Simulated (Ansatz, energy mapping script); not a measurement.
# Spin model of MnO in the rock-salt structure from collinear orders

How strongly do the moments of MnO in the rock-salt structure couple under PBE+U (4 eV)? The plan is to run several orders and fit a Heisenberg model.

Method: PBE with U = 4 eV on Mn d, ortho-atomic projectors; plane waves, U on orthogonalised atomic orbitals unless named otherwise, collinear spin, no spin–orbit coupling, in Ansatz 0.2.0.

## (1) The starting structure

It takes space group Fm-3m (No. 225, cubic). Conventional cell: a = 4.539 Å, b = 4.539 Å, c = 4.539 Å, α = 90.00°, β = 90.00°, γ = 90.00°. Mn has 6 O at 2.27 Å nearest. Nearest to O lie 6 Mn at 2.27 Å. rocksalt prototype, lattice guessed from radii. Farther neighbours and most contacts between anions are not listed.

As a file:

```cif
data_structure
_symmetry_space_group_name_H-M 'P 1'
_symmetry_Int_Tables_number 1
_cell_length_a 3.2095
_cell_length_b 3.2095
_cell_length_c 3.2095
_cell_angle_alpha 60.000
_cell_angle_beta 60.000
_cell_angle_gamma 60.000
_cell_volume 23.38
loop_
_atom_site_label
_atom_site_type_symbol
_atom_site_fract_x
_atom_site_fract_y
_atom_site_fract_z
_atom_site_occupancy
Mn1 Mn 0.00000 0.00000 0.00000 1
O2 O 0.50000 0.50000 0.50000 1
```

This cell was built for the study (rocksalt prototype, lattice guessed from radii), not taken from an experiment; the compound need not form in this structure.

The cell was relaxed beforehand in Ansatz under PBE with U = 4 eV on Mn d, ortho-atomic projectors, from parallel moments.

The U corrects the self-interaction that lets semilocal functionals spread d and f electrons too far. Its value here is typed, not computed.

## (2) Run 1 (parallel; cell A, 4 atoms)

The parallel order is the zero of energy for this cell and mesh.

The input, input.yaml:

```yaml
crystal:
  lattice:
    - [0.0, -2.269462111, -2.269462111]
    - [0.0, 2.269462111, -2.269462111]
    - [4.538924222, 0.0, 0.0]
  atoms:
    - { symbol: Mn, position: [0.5, 0.5, 0.5], spin: 4.5 }
    - { symbol: Mn, position: [0.0, 0.0, 0.0], spin: 4.5 }
    - { symbol: O, position: [0.5, 0.5, 0.0] }
    - { symbol: O, position: [0.0, 0.0, 0.5] }
magnetization:
  spin_polarized: true
kpoints:
  mp_grid: { grid: [11, 11, 8] }
hamiltonian:
  xc: pbe
  hubbard:
    sites: [{ species: Mn, l: d, u_eff: 4.0 }]
    projectors: ortho-atomic
scf:
  occupations: { method: fermi_dirac, width: 0.05 }
  max_iter: 6
output:
  eigenvalues: true
```

Launch:

```sh
> ansatz run input.yaml --threads 4 --pin off --max-ram 8192MiB --backend cpu --events-out ev --progress --plain --runs-dir out
```

Numbers of over 12 decimals in the logs are rounded to 6 here.

The log of the run:

```text
Engine: ansatz 0.2.0, aarch64-unknown-linux-gnu
Pseudopotentials: kind: paw
Pseudopotential: Mn, paw, valence charge 15, recommended cutoff 420 eV (normal), Mn.paw.azcp
Pseudopotential: O, paw, valence charge 6, recommended cutoff 420 eV (normal), O.paw.azcp
Functional definition: PBE
  parameter kappa = 0.804
  parameter beta = 0.066725
  exchange = pbe_x(kappa = kappa, mu = beta*pi^2/3)
  correlation = pbe_c(beta = beta)
Crystal: 4 atoms, lattice volume = 46.755 Å³
Basis set: ecut = 420 eV, 919 PW (Γ)
Bands: 31, of which v1, the nominal top of the filled ones, is band 21 counted from 1 (20 counted from 0)
Symmetry: 32 space group operations
Space group: Fm-3m (ITA 225), of the structure as read, at distance tolerance 3.6e-5 Å
Magnetic group: BNS 225.116 (UNI 1618), of the structure as read, at distance tolerance 3.6e-5 Å
k-points: 105 of 968
Non-local potential: Mn, projectors of the file, l = 0: 3, l = 1: 2, l = 2: 3, l = 3: 1
Non-local potential: O, projectors of the file, l = 0: 2, l = 1: 2, l = 2: 1
PAW form: soft (Blöchl's): semilocal exchange-correlation on the pseudo side does not see the compensation charge
PAW one-centre angular grid: Mn, 590 points (default); XC on 64 Gauss nodes
PAW one-centre angular grid: O, 110 points (default); XC on 64 Gauss nodes
Initial density: superposition of atomic densities (chi_scale 0.1, normalization cell, long waves kept (reshape's long-wave potential 0.00 eV rms))
Starting moments: Σ|m| = 9 μB on 2 of 4 sites
Initial wavefunctions: pseudopotential atomic-orbital guess
Functional: x = pbe(κ = 0.804, μ = 0.219515), c = pbe(β = 0.066725)
SCF iter   1: F=—  HF=-8932.698529 eV  |F-HF|=—  |Δ(HF+E_count)|=         —  Δρ=1.09e-1 (↑1.09e-1 ↓8.03e-2)  dr2=1.19e1  dr2_m=6.29e-1  M=9.922 μB ∫|m|=9.922 μB  β_m=1.00  ethr=3.10e-3  ⟨swp⟩=4.5  Hψ=21834  notcnv=0
preconditioner: auto → Kerker (q_TF=auto, 2.680 Å⁻¹)  [metal: Δε(μ)=0.005 eV  Ē_g=11.433 eV  σ=0.050 eV  W_gap=0.02  n_scr=14 (ndim 8)  ℏωp=27.7 eV  f_vac=0.000  D(μ)=0.87/eV (n_scr^D=2)]
spin=Collinear: Kerker preconditioning applied to the charge; magnetization (m = ρ↑ − ρ↓) channel mixes plain (no charge-response kernel on spin).
SCF iter   2: F=—  HF=-8931.054747 eV  |F-HF|=—  |Δ(HF+E_count)|=    1.64e0  Δρ=5.31e-2 (↑5.31e-2 ↓1.96e-2)  dr2=2.00e0  dr2_m=1.74e-1  M=10.000 μB ∫|m|=10.000 μB  β_m=1.00  ethr=3.10e-3  ⟨swp⟩=3.0  Hψ=14613  notcnv=0  defer=512
preconditioner: auto → none  [insulator: Δε(μ)=0.482 eV  Ē_g=11.930 eV  σ=0.050 eV  W_gap=0.94  n_scr=14 (ndim 8)  ℏωp=27.7 eV  f_vac=0.000  D(μ)=0.00/eV (n_scr^D=0)  ε∞_Penn≈6.4]
SCF iter   3: F=—  HF=-8930.756795 eV  |F-HF|=—  |Δ(HF+E_count)|=   2.98e-1  Δρ=1.58e-2 (↑1.58e-2 ↓1.02e-2)  dr2=2.54e-1  dr2_m=1.17e-2  M=10.000 μB ∫|m|=10.000 μB  β_m=1.00  ethr=3.10e-3  ⟨swp⟩=3.0  Hψ=12040  notcnv=0  defer=506
SCF iter   4: F=—  HF=-8930.885682 eV  |F-HF|=—  |Δ(HF+E_count)|=   1.29e-1  Δρ=8.64e-3 (↑8.64e-3 ↓4.63e-3)  dr2=2.53e-2  dr2_m=4.43e-3  M=10.000 μB ∫|m|=10.000 μB  β_m=1.00  ethr=6.05e-4  ⟨swp⟩=5.9  Hψ=45342  notcnv=0
SCF iter   5: F=—  HF=-8930.983083 eV  |F-HF|=—  |Δ(HF+E_count)|=   9.74e-2  Δρ=1.96e-3 (↑7.84e-4 ↓1.96e-3)  dr2=1.69e-3  dr2_m=5.48e-4  M=10.000 μB ∫|m|=10.000 μB  β_m=0.30  ethr=6.03e-5  ⟨swp⟩=4.5  Hψ=40530  notcnv=0
Mixer restart at iter 5: flushing history
spin-set hold released at iteration 5 (site moments contracting): the magnetisation degrees of freedom join the quasi-Newton model from the next iteration; the mixer history was flushed
SCF iter   6: F=—  HF=-8931.015044 eV  |F-HF|=—  |Δ(HF+E_count)|=   3.20e-2  Δρ=1.08e-3 (↑9.73e-4 ↓1.08e-3)  dr2=3.75e-4  dr2_m=3.14e-4  M=10.000 μB ∫|m|=10.000 μB  β_m=0.64  ethr=4.03e-6  ⟨swp⟩=3.2  Hψ=30536  notcnv=0
Occupation matrices written to <dir>
Error: did not converge after 6 iterations: onsite_residual = 4.74e-2 (threshold 1.00e-7), under the density mixer `msr1`, which `scf.mixing.algorithm: auto` chose by the deck's other keys (type `scf.mixing.algorithm: msr1` to keep it); raise `scf.max_iter`, which need not help a stalled SCF, or adjust the mixing (`scf.mixing`) or, under a smearing, its width (`scf.occupations.width`, in either direction: another width is another result); this SCF holds its density and magnetisation to the symmetry operations that it keeps, and cannot end on a state that breaks one of them: if the state sought breaks one, re-run with `crystal.symmetry.detect: [rest of the remark cut]
```

It took 4.1 s on 4 threads of Arm Neoverse V2, shared host; peak memory 0.49 GiB.

No converged result was reached; the numbers in the log don't describe the system.

The program's message: “Error: did not converge after 6 iterations: onsite_residual = 4.74e-2 (threshold 1.00e-7), under the density mixer `msr1`, which `scf.mixing.algorithm: auto` chose by the deck's other keys (type `scf. …”

The fault put into the input: too few SCF iterations.

## (3) Parallel start in cell B (4 atoms)

The parallel order again, as the reference for this cell.

input.yaml, the sections that differ from step 2:

```yaml
crystal:
  lattice:
    - [0.0, -2.269462111, -2.269462111]
    - [-2.269462111, 0.0, -2.269462111]
    - [2.269462111, 2.269462111, -4.538924222]
  atoms:
    - { symbol: Mn, position: [0.5, 0.5, 0.5], spin: 4.5 }
    - { symbol: Mn, position: [0.0, 0.0, 0.0], spin: 4.5 }
    - { symbol: O, position: [0.75, 0.75, 0.75] }
    - { symbol: O, position: [0.25, 0.25, 0.25] }
kpoints:
  mp_grid: { grid: [13, 13, 13] }
# magnetization, hamiltonian, scf, output: as in step 2
```

The log of the run:

```text
[... 9 set-up lines as in the run before ...]
Crystal: 4 atoms, lattice volume = 46.755 Å³
Basis set: ecut = 420 eV, 923 PW (Γ)
Bands: 31, of which v1, the nominal top of the filled ones, is band 21 counted from 1 (20 counted from 0)
Symmetry: 24 space group operations
[... 1 set-up line as in the run before ...]
Magnetic group: BNS 225.116 (UNI 1618), of the structure as read, at distance tolerance 3.6e-5 Å
k-points: 231 of 2197
[... 6 set-up lines as in the run before ...]
Starting moments: Σ|m| = 9 μB on 2 of 4 sites
[... 2 set-up lines as in the run before ...]
SCF iter   1: F=—  HF=-8932.698569 eV  |F-HF|=—  |Δ(HF+E_count)|=         —  Δρ=1.09e-1 (↑1.09e-1 ↓8.04e-2)  dr2=1.19e1  dr2_m=6.28e-1  M=9.921 μB ∫|m|=9.921 μB  β_m=1.00  ethr=3.10e-3  ⟨swp⟩=4.4  Hψ=48025  notcnv=0
preconditioner: auto → Kerker (q_TF=auto, 2.680 Å⁻¹)  [metal: Δε(μ)=0.007 eV  Ē_g=11.433 eV  σ=0.050 eV  W_gap=0.04  n_scr=16 (ndim 8)  ℏωp=27.7 eV  f_vac=0.000  D(μ)=0.86/eV (n_scr^D=2)]
spin=Collinear: Kerker preconditioning applied to the charge; magnetization (m = ρ↑ − ρ↓) channel mixes plain (no charge-response kernel on spin).
SCF iter   2: F=—  HF=-8931.054787 eV  |F-HF|=—  |Δ(HF+E_count)|=    1.64e0  Δρ=5.31e-2 (↑5.31e-2 ↓1.95e-2)  dr2=2.00e0  dr2_m=1.75e-1  M=10.000 μB ∫|m|=10.000 μB  β_m=1.00  ethr=3.10e-3  ⟨swp⟩=3.1  Hψ=32451  notcnv=0  defer=1104
preconditioner: auto → none  [insulator: Δε(μ)=0.457 eV  Ē_g=11.933 eV  σ=0.050 eV  W_gap=0.92  n_scr=16 (ndim 8)  ℏωp=27.7 eV  f_vac=0.000  D(μ)=0.00/eV (n_scr^D=0)  ε∞_Penn≈6.4]
SCF iter   3: F=—  HF=-8930.756585 eV  |F-HF|=—  |Δ(HF+E_count)|=   2.98e-1  Δρ=1.58e-2 (↑1.58e-2 ↓1.02e-2)  dr2=2.55e-1  dr2_m=1.16e-2  M=10.000 μB ∫|m|=10.000 μB  β_m=1.00  ethr=3.10e-3  ⟨swp⟩=3.0  Hψ=26539  notcnv=0  defer=1095
SCF iter   4: F=—  HF=-8930.885827 eV  |F-HF|=—  |Δ(HF+E_count)|=   1.29e-1  Δρ=8.71e-3 (↑8.71e-3 ↓4.62e-3)  dr2=2.54e-2  dr2_m=4.52e-3  M=10.000 μB ∫|m|=10.000 μB  β_m=1.00  ethr=6.06e-4  ⟨swp⟩=5.8  Hψ=99769  notcnv=0
SCF iter   5: F=—  HF=-8930.983591 eV  |F-HF|=—  |Δ(HF+E_count)|=   9.78e-2  Δρ=1.96e-3 (↑7.37e-4 ↓1.96e-3)  dr2=1.61e-3  dr2_m=5.61e-4  M=10.000 μB ∫|m|=10.000 μB  β_m=0.30  ethr=6.04e-5  ⟨swp⟩=4.5  Hψ=89594  notcnv=0
Mixer restart at iter 5: flushing history
spin-set hold released at iteration 5 (site moments contracting): the magnetisation degrees of freedom join the quasi-Newton model from the next iteration; the mixer history was flushed
SCF iter   6: F=—  HF=-8931.015450 eV  |F-HF|=—  |Δ(HF+E_count)|=   3.19e-2  Δρ=1.08e-3 (↑9.64e-4 ↓1.08e-3)  dr2=3.59e-4  dr2_m=3.18e-4  M=10.000 μB ∫|m|=10.000 μB  β_m=0.64  ethr=3.83e-6  ⟨swp⟩=3.2  Hψ=66783  notcnv=0
Occupation matrices written to <dir>
Error: did not converge after 6 iterations: onsite_residual = 4.74e-2 (threshold 1.00e-7), under the density mixer `msr1`, which `scf.mixing.algorithm: auto` chose by the deck's other keys (type `scf.mixing.algorithm: msr1` to keep it); raise `scf.max_iter`, which need not help a stalled SCF, or adjust the mixing (`scf.mixing`) or, under a smearing, its width (`scf.occupations.width`, in either direction: another width is another result); this SCF holds its density and magnetisation to the symmetry operations that it keeps, and cannot end on a state that breaks one of them: if the state sought breaks one, re-run with `crystal.symmetry.detect: [rest of the remark cut]
```

The job ended after 8.6 s (4 threads; peak memory 0.74 GiB).

No converged result was reached; the numbers in the log don't describe the system.

The program's message: “Error: did not converge after 6 iterations: onsite_residual = 4.74e-2 (threshold 1.00e-7), under the density mixer `msr1`, which `scf.mixing.algorithm: auto` chose by the deck's other keys (type `scf. …”

The fault put into the input: too few SCF iterations.

## (4) Parallel start in cell C (6 atoms)

A new cell needs its own zero of energy.

input.yaml, the sections that differ from step 3:

```yaml
crystal:
  lattice:
    - [0.0, -2.269462111, -2.269462111]
    - [-4.538924222, 0.0, 0.0]
    - [2.269462111, 4.538924222, -2.269462111]
  atoms:
    - { symbol: Mn, position: [0.666666667, 0.666666667, 0.333333333], spin: 4.5 }
    - { symbol: Mn, position: [0.333333333, 0.333333333, 0.666666667], spin: 4.5 }
    - { symbol: Mn, position: [0.0, 0.0, 0.0], spin: 4.5 }
    - { symbol: O, position: [0.666666667, 0.166666667, 0.333333333] }
    - { symbol: O, position: [0.333333333, 0.833333333, 0.666666667] }
    - { symbol: O, position: [0.0, 0.5, 0.0] }
kpoints:
  mp_grid: { grid: [12, 12, 12] }
# magnetization, hamiltonian, scf, output: as in step 3
```

The log of the run:

```text
[... 9 set-up lines as in the run before ...]
Crystal: 6 atoms, lattice volume = 70.133 Å³
Basis set: ecut = 420 eV, 1371 PW (Γ)
[...]
Occupation matrices written to <dir>
Error: did not converge after 6 iterations: onsite_residual = 7.16e-2 (threshold 1.00e-7), under the density mixer `msr1`, which `scf.mixing.algorithm: auto` chose by the deck's other keys (type `scf.mixing.algorithm: msr1` to keep it); raise `scf.max_iter`, which need not help a stalled SCF, or adjust the mixing (`scf.mixing`) or, under a smearing, its width (`scf.occupations.width`, in either direction: another width is another result); this SCF holds its density and magnetisation to the symmetry operations that it keeps, and cannot end on a state that breaks one of them: if the state sought breaks one, re-run with `crystal.symmetry.detect: [rest of the remark cut]
```

The job ended after 27 s (4 threads; peak memory 1.5 GiB).

The run stopped without converging, so none of its numbers is a property of the system.

The program's message: “Error: did not converge after 6 iterations: onsite_residual = 7.16e-2 (threshold 1.00e-7), under the density mixer `msr1`, which `scf.mixing.algorithm: auto` chose by the deck's other keys (type `scf. …”

The fault put into the input: too few SCF iterations.

## (5) Run 4 (parallel; cell D, 6 atoms)

A new cell needs its own zero of energy.

input.yaml, the sections that differ from step 4:

```yaml
crystal:
  lattice:
    - [0.0, 2.269462111, 2.269462111]
    - [0.0, 2.269462111, -2.269462111]
    - [-6.808386333, -2.269462111, 0.0]
  atoms:
    - { symbol: Mn, position: [0.0, 0.0, 0.0], spin: 4.5 }
    - { symbol: Mn, position: [0.333333333, 0.333333333, 0.666666667], spin: 4.5 }
    - { symbol: Mn, position: [0.666666667, 0.666666667, 0.333333333], spin: 4.5 }
    - { symbol: O, position: [0.833333333, 0.833333333, 0.666666667] }
    - { symbol: O, position: [0.166666667, 0.166666667, 0.333333333] }
    - { symbol: O, position: [0.5, 0.5, 0.0] }
# magnetization, kpoints, hamiltonian, scf, output: as in step 4
```

The log of the run:

```text
[... 9 set-up lines as in the run before ...]
Crystal: 6 atoms, lattice volume = 70.133 Å³
Basis set: ecut = 420 eV, 1347 PW (Γ)
[...]
Occupation matrices written to <dir>
Error: did not converge after 6 iterations: onsite_residual = 7.16e-2 (threshold 1.00e-7), under the density mixer `msr1`, which `scf.mixing.algorithm: auto` chose by the deck's other keys (type `scf.mixing.algorithm: msr1` to keep it); raise `scf.max_iter`, which need not help a stalled SCF, or adjust the mixing (`scf.mixing`) or, under a smearing, its width (`scf.occupations.width`, in either direction: another width is another result); this SCF holds its density and magnetisation to the symmetry operations that it keeps, and cannot end on a state that breaks one of them: if the state sought breaks one, re-run with `crystal.symmetry.detect: [rest of the remark cut]
```

Run time: 15 s. Hardware: 4 threads; peak memory 1 GiB.

No converged result was reached; the numbers in the log don't describe the system.

The program's message: “Error: did not converge after 6 iterations: onsite_residual = 7.16e-2 (threshold 1.00e-7), under the density mixer `msr1`, which `scf.mixing.algorithm: auto` chose by the deck's other keys (type `scf. …”

The fault put into the input: too few SCF iterations.

## (6) Parallel start in cell E (6 atoms)

The parallel order again, as the reference for this cell.

input.yaml, the sections that differ from step 5:

```yaml
crystal:
  lattice:
    - [0.0, 2.269462111, 2.269462111]
    - [-2.269462111, 0.0, -2.269462111]
    - [-4.538924222, -4.538924222, 4.538924222]
  atoms:
    - { symbol: Mn, position: [0.0, 0.0, 0.0], spin: 4.5 }
    - { symbol: Mn, position: [0.333333333, 0.666666667, 0.666666667], spin: 4.5 }
    - { symbol: Mn, position: [0.666666667, 0.333333333, 0.333333333], spin: 4.5 }
    - { symbol: O, position: [0.666666667, 0.333333333, 0.833333333] }
    - { symbol: O, position: [0.0, 0.0, 0.5] }
    - { symbol: O, position: [0.333333333, 0.666666667, 0.166666667] }
kpoints:
  mp_grid: { grid: [13, 13, 5] }
# magnetization, hamiltonian, scf, output: as in step 5
```

The log of the run:

```text
[... 9 set-up lines as in the run before ...]
Crystal: 6 atoms, lattice volume = 70.133 Å³
Basis set: ecut = 420 eV, 1395 PW (Γ)
[...]
Occupation matrices written to <dir>
Error: did not converge after 6 iterations: onsite_residual = 7.17e-2 (threshold 1.00e-7), under the density mixer `msr1`, which `scf.mixing.algorithm: auto` chose by the deck's other keys (type `scf.mixing.algorithm: msr1` to keep it); raise `scf.max_iter`, which need not help a stalled SCF, or adjust the mixing (`scf.mixing`) or, under a smearing, its width (`scf.occupations.width`, in either direction: another width is another result); this SCF holds its density and magnetisation to the symmetry operations that it keeps, and cannot end on a state that breaks one of them: if the state sought breaks one, re-run with `crystal.symmetry.detect: [rest of the remark cut]
```

Elapsed: 8.3 s, on 4 threads; peak memory 0.7 GiB.

The run stopped without converging, so none of its numbers is a property of the system.

The program's message: “Error: did not converge after 6 iterations: onsite_residual = 7.17e-2 (threshold 1.00e-7), under the density mixer `msr1`, which `scf.mixing.algorithm: auto` chose by the deck's other keys (type `scf. …”

The fault put into the input: too few SCF iterations.

## (7) The fit

Each energy difference is a sum of couplings weighted by the pairs that the order reverses. A few near shells are fitted to the differences by least squares. Energies are those extrapolated to zero occupation width, not the free energies F.

No pair of orders in one cell converged with its signs kept, so no coupling can be fitted.

## (8) Summary of results

- couplings: not obtained

**Reading.** The runs did not converge or finish, so there are no energies to compare. The fault in the inputs: too few SCF iterations.

1 further run of the session is left out of this account and of its counts and ranges: runs hit by known faults of a program or its files, repeats, responses too ill-conditioned to give a U, cells squeezed past sense, harmless faults, or fits whose shells could not be counted again from the structure.

[Logs and program files are shortened in this print: banners, set-up blocks, solver, clock and traceback lines can be left out without a mark of their own.]

[Logs are printed without paths, hosts, clocks, repeated set-up lines and the standing remarks that a program may print on its own settings, such as how far it seeks lower states.]

[Hosts, paths, dates, database ids (printed as entryN), source tags and the programs' standing remarks are cut or masked in the printed files.]

[Where a cell is said to come from a database of computed structures, the database is the Materials Project.]
